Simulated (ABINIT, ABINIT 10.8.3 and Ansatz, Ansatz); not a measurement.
**Excitons of K2LiAlF6 (Fm-3m): kernels and approximations**

Aim: the absorption spectrum of K2LiAlF6 (Fm-3m) with electron-hole interaction, and what each part of the kernel does.

Main program and level: ABINIT 10.8.3 and Ansatz 0.2.0; LDA and many-body steps on it, plane waves.

### 1. Starting point

It takes space group Fm-3m (No. 225, cubic). Conventional cell: a = 7.842 Å, b = 7.842 Å, c = 7.842 Å, α = 90.00°, β = 90.00°, γ = 90.00°. Nearest to K lie 12 F at 2.78 Å. Li has 6 F at 2.11 Å nearest. Nearest to Al lie 6 F at 1.81 Å. Nearest to F lie 1 Al at 1.81 Å and 1 Li at 2.11 Å and 4 K at 2.78 Å. Farther neighbours and most contacts between anions are not listed.

The cell and positions come from the Crystallography Open Database and are kept as given unless a step says otherwise.

### 2. Empty states on the mesh, 2×2×2 mesh, 100 bands

This step: ABINIT 10.8.3; DFT, LDA, plane waves, norm-conserving pseudopotentials.

The sums over transitions need many empty states on a uniform mesh; this step solves for them.

The input, run.abi:

```
acell 3*1.0 Angstrom
rprim 
  0.000000000000 3.921000000000 3.921000000000
  3.921000000000 0.000000000000 3.921000000000
  3.921000000000 3.921000000000 -0.000000000000
ntypat 4
znucl 19 3 13 9
natom 10
typat 1 1 2 3 4 4 4 4 4 4
xred 
  0.250000000000 0.250000000000 0.250000000000
  0.750000000000 0.750000000000 0.750000000000
  0.500000000000 0.500000000000 0.500000000000
  0.000000000000 -0.000000000000 0.000000000000
  0.768900000000 0.231100000000 0.231100000000
  0.231100000000 0.768900000000 0.231100000000
  0.231100000000 0.768900000000 0.768900000000
  0.768900000000 0.231100000000 0.768900000000
  0.231100000000 0.231100000000 0.768900000000
  0.768900000000 0.768900000000 0.231100000000
pp_dirpath "pseudos"
pseudos "K.upf, Li.upf, Al.upf, F.upf"
ecut 36
ngkpt 2 2 2
nshiftk 1
shiftk 0 0 0
kptopt 1
chksymbreak 0
iscf -2
irdden 1
istwfk *1
nband 100
nbdbuf 8
tolwfr 1e-09
nstep 60
prtvol 0
indata_prefix "in"
outdata_prefix "out"
tmpdata_prefix "tmp"
```

The run is started by

```
$ OMP_NUM_THREADS=1 mpirun -n 4 abinit run.abi > log
```

Numbers of over 12 decimals in the logs are rounded to 6 here.

Log:

```text
.Version 10.8.3 of ABINIT. v10.8.2 released Aug 2026.

 Symmetries : space group Fm -3 m (#225); Bravais cF (face-center cubic)
[... echo of the input left out ...]
== DATASET  1 ==================================================================
-   mpi_nproc: 4, omp_nthreads: 1 (-1 if OMP is not activated)
-    --> not optimal distribution: autoparal keyword recommended in input file <--

--- !DatasetInfo
iteration_state: {dtset: 1, }
dimensions: {natom: 10, nkpt: 3, mband: 100, nsppol: 1, nspinor: 1, nspden: 1, mpw: 8393, }
cutoff_energies: {ecut:  36.0, pawecutdg:  -1.0, }
[...]
1.14759    1.14759    1.14759    1.15848    1.15848    1.15848    1.15972    1.15972
   1.18433    1.18433    1.18433    1.21287    1.21287    1.21287    1.23976    1.23976
   1.31702    1.31717    1.34352    1.34398
 prteigrs : prtvol=0 or 1, do not print more k-points.

== END DATASET(S) ==============================================================
================================================================================

 -outvars: echo values of variables after computation  --------
            nband         100
             nkpt           3
          spgroup         225
 [... the other variables as echoed above ...]

 Calculation completed.
```

Elapsed: 37 s, on 4 MPI ranks of Arm Neoverse V1, shared host; peak memory 0.39 GiB.

Numbers from this step:

```
gap                                                           : 7.553 eV
k of the valence top                                          : 0, 0, 0
k of the conduction bottom                                    : 0, 0, 0
least direct gap                                              : 7.553 eV
k points computed                                             : 3
lowest point of the top converged band, above the valence top : 32.69 eV
```

On this mesh the gap is 7.553 eV.

The density comes from a self-consistent run that is not shown.

### 3. Screening, 2×2×2 mesh, 92 bands, screening to 98 eV

The RPA dielectric matrix is built and inverted for each q.

This step: RPA screening on LDA, plane waves, norm-conserving pseudopotentials.

Changes to run.abi since step 2:

```diff
@@ -28,10 +28,11 @@
 chksymbreak 0
-iscf -2
-irdden 1
 istwfk *1
-nband 100
-nbdbuf 8
-tolwfr 1e-09
-nstep 60
-prtvol 0
+occopt 1
+irdwfk 1
+optdriver 3
+nband 92
+ecuteps 3.6
+inclvkb 2
+awtr 1
+symchi 1
 indata_prefix "in"
```

Log:

```text
.Version 10.8.3 of ABINIT. v10.8.2 released Aug 2026.

 Symmetries : space group Fm -3 m (#225); Bravais cF (face-center cubic)
[... echo of the input left out ...]
== DATASET  1 ==================================================================
-   mpi_nproc: 4, omp_nthreads: 1 (-1 if OMP is not activated)

--- !DatasetInfo
iteration_state: {dtset: 1, }
dimensions: {natom: 10, nkpt: 3, mband: 92, nsppol: 1, nspinor: 1, nspden: 1, mpw: 8393, }
cutoff_energies: {ecut:  36.0, pawecutdg:  -1.0, }
[...]
--------------------------------------------------------------------------------
[... chi0 elements left out ...]
 For q-point:  0.000010 0.000020 0.000030
  dielectric constant =   2.0373
  dielectric constant without local fields =   2.1737

  Average fulfillment of the sum rule on Im[epsilon] for q-point    1 :     30.39  [%]
[... wings left out ...]
  q-point number  2        q = ( 0.500000, 0.000000, 0.000000) [r.l.u.]
--------------------------------------------------------------------------------
[... chi0 elements left out ...]
  Average fulfillment of the sum rule on Im[epsilon] for q-point    2 :     36.52  [%]

 [... 1 further q-points ...]
```

Elapsed: 25 s, on 4 MPI ranks; peak memory 1.4 GiB; 98 s of CPU time.

Numbers from this step:

| Item | Value |
| --- | --- |
| ε∞ with local fields, on this mesh, along the program's q direction | 2.037 |
| the same without local fields | 2.174 |
| plasma frequency | 27.47 eV |
| plane waves in the screening matrix | 283 |

Local fields lower ε∞ by 6 %. On a Γ-centred mesh this coarse the value itself is usually too large, while a short band sum pulls it down.

### 4. Self-energy, 2×2×2 mesh, 92 bands, screening to 98 eV

The self-energy is evaluated for the states that the input lists, and the levels follow from it, in one-shot runs by the linearised quasiparticle equation.

This step: G0W0 on LDA, plane waves, norm-conserving pseudopotentials.

Changes to run.abi since step 3:

```diff
@@ -31,8 +31,15 @@
 irdwfk 1
-optdriver 3
+optdriver 4
 nband 92
+gwcalctyp 0
+ecutsigx 36
+symsigma 1
+nkptgw 1
+kptgw 
+  0.0000000000 0.0000000000 0.0000000000
+bdgw 
+  31 36
 ecuteps 3.6
-inclvkb 2
-awtr 1
-symchi 1
+irdscr 1
+ppmodel 1
 indata_prefix "in"
```

Log:

```text
.Version 10.8.3 of ABINIT. v10.8.2 released Aug 2026.

 Symmetries : space group Fm -3 m (#225); Bravais cF (face-center cubic)
[... echo of the input left out ...]
== DATASET  1 ==================================================================
-   mpi_nproc: 4, omp_nthreads: 1 (-1 if OMP is not activated)

--- !DatasetInfo
iteration_state: {dtset: 1, }
dimensions: {natom: 10, nkpt: 3, mband: 92, nsppol: 1, nspinor: 1, nspden: 1, mpw: 8393, }
cutoff_energies: {ecut:  36.0, pawecutdg:  -1.0, }
[...]
34   7.864 -11.404  -6.118  -2.456   0.899  -0.112  -8.859   2.545  10.409
       35  10.340 -10.711  -4.753  -2.330   0.903  -0.107  -7.435   3.276  13.616
       36  10.340 -10.711  -4.753  -2.330   0.903  -0.107  -7.435   3.276  13.616

== END DATASET(S) ==============================================================
================================================================================

 -outvars: echo values of variables after computation  --------
           etotal      0.0000000000E+00
            nband          92
             nkpt           3
          spgroup         225
 [... the other variables as echoed above ...]

 Calculation completed.
```

Run time: 6.7 s. Hardware: 4 MPI ranks; peak memory 1 GiB; 26 s of CPU time.

This step gave:

```
G0W0 gap on the points computed              : 12.09 eV
starting gap on the mesh                     : 7.553 eV
k of the valence top                         : 0, 0, 0
k of the conduction bottom                   : 0, 0, 0
least direct G0W0 gap on the computed points : 12.09 eV
```

The gap on the mesh goes from 7.55 eV to 12.09 eV, a correction of +4.53 eV.

The gap opens by 4.532 eV; the next steps shift the empty bands rigidly by 4.532 eV.

### 5. Excitons

Light makes an electron and a hole together. The Bethe-Salpeter equation adds their screened attraction and their exchange, in a window of bands around the gap.

This step: Bethe-Salpeter equation on LDA with a scissors shift, plane waves, norm-conserving pseudopotentials.

Changes to run.abi since step 4:

```diff
@@ -31,15 +31,17 @@
 irdwfk 1
-optdriver 4
-nband 92
-gwcalctyp 0
-ecutsigx 36
-symsigma 1
-nkptgw 1
-kptgw 
-  0.0000000000 0.0000000000 0.0000000000
-bdgw 
-  31 36
+optdriver 99
+bs_calctype 1
+mbpt_sciss 4.532 eV
+bs_loband 16
+nband 43
+bs_exchange_term 1
+bs_coulomb_term 11
+bs_coupling 0
+bs_algorithm 1
+bs_freq_mesh 0 18 0.1 eV
+zcut 0.15 eV
 ecuteps 3.6
+ecutwfn 18
+inclvkb 2
 irdscr 1
-ppmodel 1
 indata_prefix "in"
```

Log:

```text
.Version 10.8.3 of ABINIT. v10.8.2 released Aug 2026.

 Symmetries : space group Fm -3 m (#225); Bravais cF (face-center cubic)
[... echo of the input left out ...]
== DATASET  1 ==================================================================
-   mpi_nproc: 4, omp_nthreads: 1 (-1 if OMP is not activated)

--- !DatasetInfo
iteration_state: {dtset: 1, }
dimensions: {natom: 10, nkpt: 3, mband: 43, nsppol: 1, nspinor: 1, nspden: 1, mpw: 2975, }
cutoff_energies: {ecut:  18.0, pawecutdg:  -1.0, }
electrons: {nelect:   6.60000000E+01, charge:   0.00000000E+00, occopt:   1.00000000E+00, tsmear:   1.00000000E-02, }

 Exciton: Calculation of dielectric properties by solving the Bethe-Salpeter equation
 in frequency domain and reciprocal space on a transitions basis set.
 Based on a program developed by L. Reining, V. Olevano, F. Sottile,
 S. Albrecht, and G. Onida. Incorporated in ABINIT by M. Giantomassi.

.Using double precision arithmetic ; gwpc =  8

[... cell and pseudopotentials left out ...]
--------------------------------------------------------------------------------

 ==== K-mesh for the wavefunctions ====
 Number of points in the irreducible wedge :     3
[... list of points left out ...]
 Together with 48 symmetry operations and time-reversal symmetry
 yields     8 points in the full Brillouin Zone.

 ==== Q-mesh for the screening function ====
 Number of points in the irreducible wedge :     3
[... list of points left out ...]
 Together with 48 symmetry operations and time-reversal symmetry
 yields     8 points in the full Brillouin Zone.

 vcoul_init : cutoff-mode = AUXILIARY_FUNCTION
 q-points for optical limit:   1
     1)      0.000010    0.000020    0.000030
 setmesh: FFT mesh size selected  =    30x   30x   30
          total number of points  =        27000

 ==== Fundamental parameters for the solution of the Bethe-Salpeter equation: ====
 Algorithm: Direct diagonalization.
 Dimension of the v, W matrices,  npweps  = 283
 Cutoff for the wavefunctions,    npwwfn  = 2975
 Number of k-points in the IBZ,   nkibz   = 3
 Highest empty band included,     nband   = 43
 === Spin UP ===
 Number of resonant transitions          1440
 Lowest occupied state                   16
 Highest occupied state                  33
 Lowest unoccupied state                 34
 Highest unoccupied state                43
 Minimum frequency [eV]           Emin    =   0.00
 Maximum frequency [eV]           Emax    =  18.00
 Frequency step [eV]              dE      =   0.10
 Lorentzian broadening [eV]       eta     =   0.15
 RPA L0 with KS energies and KS wavefunctions
 Scissors operator energy [eV] =          4.53
 Local fields effects (v term) included
 Excitonic effects (W term) included
 Full W_GG' included
 W is read from an external SCR file
 Resonant-only calculation (Hermitian case)

 Calculating epsilon_Macro(q-->0,w), along the following directions:
 q = (  1.361712  0.000000  0.000000) [r.l.u.]
 q = (  0.000000  1.361712  0.000000) [r.l.u.]
 q = (  0.000000  0.000000  1.361712) [r.l.u.]
 q = (  0.000000  1.179277  1.179277) [r.l.u.]
 q = (  1.179277  0.000000  1.179277) [r.l.u.]
 q = (  1.179277  1.179277  0.000000) [r.l.u.]
 Number of electrons calculated from density =   65.8840; Expected =   66.0000
 average of density, n =  0.080977
 r_s =    1.4339
 omega_plasma =   27.4497 [eV]

. Writing resonant excitonic Hamiltonian on file out_BSR; file size=   0.02 [Gb].
 Direct diagonalization of the resonant excitonic Hamiltonian, Matrix size= 1440
. Using LAPACK sequential version.
 Excitonic eigenvalues in eV up to n=   32
  10.13310  10.13459  10.13527  10.56851  10.57339  10.57476  10.85301  10.85687
  10.85710  11.40957  11.41256  11.91701  11.91757  11.91867  11.97508  12.01186
  12.01200  12.19071  12.21721  12.21795  12.28453  12.31001  12.31099  12.54199
  12.58981  12.59505  12.64233  12.64731  12.64898  12.65441  12.66102  12.66681

 First excitonic eigenvalue=   10.13 [eV]
 Last  excitonic eigenvalue=   21.18 [eV]

 GW  direct gap      12.09  0.00 [eV]
 EXC direct gap      10.13  0.00 [eV]
 EXC binding energy   1.95  0.00 [eV]

 Excitonic eigenvalues up to the GW energy gap [eV]
  1 ( 10.13  0.00)
  2 ( 10.13  0.00)
  3 ( 10.14  0.00)
  4 ( 10.57  0.00)
  5 ( 10.57  0.00)
  6 ( 10.57  0.00)
[...]
15 ( 11.98  0.00)
 16 ( 12.01  0.00)
 17 ( 12.01  0.00)

 Macroscopic dielectric function:
 omega [eV] <KS_RPA_nlf>  <GW_RPA_nlf>  <BSE>
   0.0000   1.4912   0.0000   1.3500   0.0000   1.4401   0.0000
   0.1000   1.4913   0.0001   1.3501   0.0000   1.4401   0.0001
   0.2000   1.4914   0.0002   1.3501   0.0001   1.4402   0.0002
   0.3000   1.4916   0.0004   1.3502   0.0001   1.4403   0.0003
   0.4000   1.4919   0.0005   1.3503   0.0002   1.4406   0.0003
   0.5000   1.4922   0.0006   1.3504   0.0002   1.4408   0.0004
   0.6000   1.4927   0.0007   1.3506   0.0003   1.4411   0.0005
   0.7000   1.4932   0.0009   1.3507   0.0003   1.4415   0.0006
   0.8000   1.4938   0.0010   1.3510   0.0003   1.4419   0.0007
   0.9000   1.4945   0.0011   1.3512   0.0004   1.4424   0.0008

 Writing KS-RPA macroscopic dielectric function without local fields to file: out_RPA_NLF_MDF
 Writing GW-RPA macroscopic dielectric function without local fields to file: out_GW_NLF_MDF
 Writing EXC Macroscopic dielectric function to file: out_EXC_MDF

== END DATASET(S) ==============================================================
================================================================================

 -outvars: echo values of variables after computation  --------
           etotal      0.0000000000E+00
            nband          43
             nkpt           3
          spgroup         225
 [... the other variables as echoed above ...]

 Calculation completed.
```

Elapsed: 2.1 min, on 4 MPI ranks; peak memory 0.57 GiB; 8.3 min of CPU time.

Numbers from this step:

- direct gap of the transition levels: 12.09 eV
- transitions in the window: 1440
- first strong exciton (over a fiftieth of the strongest listed): 10.57 eV
- lowest state: 10.13 eV
- binding of the lowest state below the direct gap: 1.952 eV
- Coulomb term of one mesh cell: 2.032 eV

The binding is 0.96 times the screened Coulomb term of one mesh cell (2.03 eV), so it is not shown settled.

The lowest state lies at 10.133 eV, 1.952 eV under the direct gap.

Lines within 3 meV are set at the lowest of them, and the highest group, which the list may cut short, is left out. Lines of the exciton spectrum (strongest = 100):

```
position (eV)  lines merged  oscillator strength, relative
       10.133             3                            0.3
       10.569             1                             53
       10.573             2                            100
       10.853             1                            0.0
       10.857             2                            0.0
       11.410             1                            0.0
       11.413             1                            0.0
       11.917             3                            0.4
       11.975             1                            0.0
```

The ε₂ has structure finer than the step of the table below, so its rows give means over 0.5 eV, whole bins alone (the curve runs from 0 to 18 eV). Peaks (eV: height): BSE 10.60: 4.45, 12.20: 6.26; no electron-hole interaction 12.50: 1.16, 14.60: 3.29, 16.30: 3.58; Kohn-Sham, no shift 8.00: 1.20, 10.10: 3.30, 11.70: 3.58, 13.50: 1.58.

Mean over the three Cartesian directions of q; broadening 0.15 eV; transition window only. Limits: finite bands, cutoff and mesh; coarse k mesh; exciton not shown settled in the k mesh. ε₂ against photon energy; means over each step:

```
photon energy (eV)      BSE  no electron-hole interaction  Kohn-Sham, no shift
               0.5   4.3e-4                        2.2e-4               6.2e-4
               1.0   9.0e-4                        4.2e-4              0.00124
               1.5  0.00134                        6.4e-4              0.00190
               2.0  0.00183                        8.7e-4              0.00262
               2.5  0.00238                       0.00113              0.00344
               3.0  0.00299                       0.00138              0.00440
               3.5  0.00366                       0.00166              0.00548
               4.0  0.00444                       0.00196              0.00681
               4.5  0.00537                       0.00229              0.00852
               5.0  0.00649                       0.00266               0.0108
               5.5  0.00788                       0.00310               0.0139
               6.0  0.00962                       0.00360               0.0188
               6.5   0.0119                       0.00412               0.0274
               7.0   0.0151                       0.00478               0.0478
               7.5   0.0196                       0.00560                0.156
               8.0   0.0265                       0.00657                0.742
               8.5   0.0381                       0.00782                0.186
               9.0   0.0607                       0.00939                0.143
               9.5    0.119                        0.0115                0.365
              10.0    0.406                        0.0145                 2.33
              10.5     2.72                        0.0191                 1.83
              11.0    0.823                        0.0273                 1.00
              11.5    0.462                        0.0464                 2.39
              12.0     2.88                         0.139                 2.29
              12.5     2.17                         0.738                0.930
              13.0    0.761                         0.205                0.897
              13.5    0.837                         0.140                 1.45
              14.0    0.882                         0.331                0.683
              14.5     1.10                          2.18                0.574
              15.0    0.688                          1.93                0.369
              15.5    0.497                          1.03                0.343
              16.0    0.667                          2.24                0.166
              16.5    0.682                          2.41                0.262
              17.0    0.371                         0.974                0.103
              17.5    0.400                         0.868               0.0299
```

(Part 1 of 3 ends here.)

[Paths, hosts, dates, memory and timing lines, banners, echoed tables and standing remarks are left out of the program output.]

[Logs are printed without paths, hosts, clocks, repeated set-up lines and the standing remarks that a program may print on its own settings, such as how far it seeks lower states.]

[Runs of the session that timed out or met a known fault of the program may be left out.]

[Hosts, paths, dates, database ids (printed as entryN), source tags and the programs' standing remarks are cut or masked in the printed files.]

[G0W0 gaps are taken among the corrected bands and points alone; a level outside them can change the order at an edge.]

[Where Ansatz stands beside ABINIT at settings called matched, ABINIT's density can come from a denser mesh and the files from another edition; pairs whose starting gaps differed by over 0.03 eV were left out, so agreement reads better than it is.]
